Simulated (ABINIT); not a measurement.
PbF2 (Fm-3m): how ε∞ follows the gap

The empty bands of PbF2 (Fm-3m) are shifted up rigidly by Δ, and ε∞ is computed for each shift.

Symmetry: Fm-3m, No. 225, cubic system. The conventional cell has a = 5.927 Å, b = 5.927 Å, c = 5.927 Å, α = 90.00°, β = 90.00°, γ = 90.00°. Pb on site a has 8 F at 2.57 Å as nearest neighbours. Around F on site c lie 4 Pb at 2.57 Å.

Method: ABINIT 10.8.3, PBE, independent particles, k-mesh 10×10×10, Lorentzian half width 0.04 eV.

Launch of the response step: `optic optic.abi`. The series took 63 s in all, its band step included, on 4 threads of Arm Neoverse V2, with other jobs on the host.

```
Δ (eV)     ε∞
  0.00  3.612
  0.40  3.489
  0.80  3.379
  1.20  3.279
  1.60  3.188
  2.00      ?
```

With one effective transition at E₀ and fixed dipole strength, ε∞ − 1 = A/(E₀ + Δ), so 1/(ε∞ − 1) is linear in Δ.

Working, on the rows shown:

| x = Δ (eV) | y = 1/(ε∞ − 1) |
| --- | --- |
| 0 | 0.382848 |
| 0.4 | 0.401768 |
| 0.8 | 0.420345 |
| 1.2 | 0.438789 |
| 1.6 | 0.457038 |

Means: x̄ = 0.8, ȳ = 0.42016. Σ(x − x̄)(y − ȳ) = 0.07416, Σ(x − x̄)² = 1.6. Slope = 0.07416 / 1.6 = 0.04635; intercept = ȳ − slope · x̄ = 0.38308. Turned back into ε∞, the line misses the rows shown by at most 0.0016.

Question: Predict the last column of the withheld row from the fit.

Answer: At x = 2 the line gives y = 0.47578, that is 3.102. The run gave 3.105, so the extrapolation is off by 0.0032, 0.6 % of the range in the table.

Refitted with all rows, the slope is 0.04609 and the intercept 0.38321. These give E₀ = intercept/slope = 8.3 eV, far above the least direct gap of 4.58 eV: most of the screening comes from transitions well over the edge. Over the first step ε∞ falls by 8 % per eV. The cell comes from an older database entry, whose edges can be off by a per cent or so. Excitons are left out and so are local fields. The values come from a sum over the points of one k-mesh and carry its error, which grows as the direct gap shrinks. Spin-orbit coupling is left out.

[Logs are printed without paths, hosts, clocks, repeated set-up lines and the standing remarks that a program may print on its own settings, such as how far it seeks lower states.]
